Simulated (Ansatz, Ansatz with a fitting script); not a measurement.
An input for Ansatz 0.2.0 (BaTiO3 (Pm-3m)):

```yaml
crystal:
  lattice:
    - [3.9824764314, 0.0, 0.0]
    - [0.0, 3.9824764314, 0.0]
    - [0.0, 0.0, 3.9824764314]
  atoms:
    - { symbol: Ba, position: [0.5, 0.5, 0.5] }
    - { symbol: Ti, position: [0.0, 0.0, 0.0] }
    - { symbol: O, position: [0.5, 0.0, 0.0] }
    - { symbol: O, position: [0.0, 0.5, 0.0] }
    - { symbol: O, position: [0.0, 0.0, 0.5] }
kpoints:
  mp_grid: { grid: [4, 4, 4] }
hamiltonian:
  xc: lda
  pseudopotentials: { kind: paw, source: ansatz, frozen_core: stored }
scf:
  occupations: { method: fixed }
  lower_state_search: "off"
  convergence: { dr2_threshold: 1.0e-09 }
output:
  embedding: [{ level: hf }]
basis:
  ecutwfc: 1000
```

```sh
ansatz run input.yaml --threads 16 --pin off --max-ram 73728MiB --backend cpu --events-out ev --progress --plain --runs-dir out
```

Q: How long will it take on 16 threads of Arm Neoverse V2, shared host, and how much memory?

It took 35 s; on shared hardware allow 18 s to 70 s. Peak host memory was 1.3 GiB.

[Paths, hosts, dates, memory and timing lines, banners, echoed tables and standing remarks are left out of the program output.]

[Logs are printed without paths, hosts, clocks, repeated set-up lines and the standing remarks that a program may print on its own settings, such as how far it seeks lower states.]

[Runs of the session that timed out or met a known fault of the program may be left out.]

[Hosts, paths, dates, database ids (printed as entryN), source tags and the programs' standing remarks are cut or masked in the printed files.]
